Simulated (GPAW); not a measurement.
GaP (F-43m): refractive index against wavelength

The refractive index of GaP (F-43m) below the direct gap (1.69 eV on the mesh) is read from one computed spectrum, n = √(Re ε).

Cell: a, b, c = 3.854, 3.854, 3.854 Å (primitive vectors), 2 atoms.

Method: GPAW 26.7.0, LDA, RPA, k-mesh 16×16×16, local fields up to 50 eV, Lorentzian half width 0.1 eV.

Launch of the response step: `OMP_NUM_THREADS=1 python df.py`. The run took 60 s, its band step included, on 1 thread of Arm Neoverse V1, on a shared host.

```tsv
wavelength (nm)	photon energy E (eV)	n
3000	0.413	3.2166
2000	0.620	3.2380
1550	0.800	?
1310	0.946	3.2928
1064	1.165	3.3481
```

In the single-oscillator model n² − 1 = E₀E_d/(E₀² − E²), so 1/(n² − 1) = E₀/E_d − E²/(E₀E_d) is linear in E².

Working, on the rows shown:

| x = E² (eV²) | y = 1/(n² − 1) |
| --- | --- |
| 0.170801 | 0.106992 |
| 0.384302 | 0.105434 |
| 0.895757 | 0.1016 |
| 1.35784 | 0.0979454 |

Means: x̄ = 0.70218, ȳ = 0.10299. Σ(x − x̄)(y − ȳ) = -0.00648, Σ(x − x̄)² = 0.8508. Slope = -0.00648 / 0.8508 = -0.007616; intercept = ȳ − slope · x̄ = 0.10834. Turned back into n, the line misses the rows shown by at most 0.0012.

**Question.** Fill in the last column of the withheld row.

**Answer.** At x = 0.63984 the line gives y = 0.10347, that is 3.2657. The run gave 3.2647, so the interpolation is off by 0.001, 0.8 % of the range in the table.

Refitted with all rows, the slope is -0.007621 and the intercept 0.10836. These give E₀ = √(intercept/−slope) = 3.77 eV and E_d = E₀/intercept = 34.8 eV; E₀ is 2.2 times the direct gap. The electronic limit at long wavelengths, without lattice vibrations, is n = √(1 + 1/intercept) = 3.198. Excitons are left out; LDA gaps are as a rule too small. The values come from a sum over the points of one k-mesh and carry its error, which grows as the direct gap shrinks. Spin-orbit coupling is left out.

[Logs are printed without paths, hosts, clocks, repeated set-up lines and the standing remarks that a program may print on its own settings, such as how far it seeks lower states.]
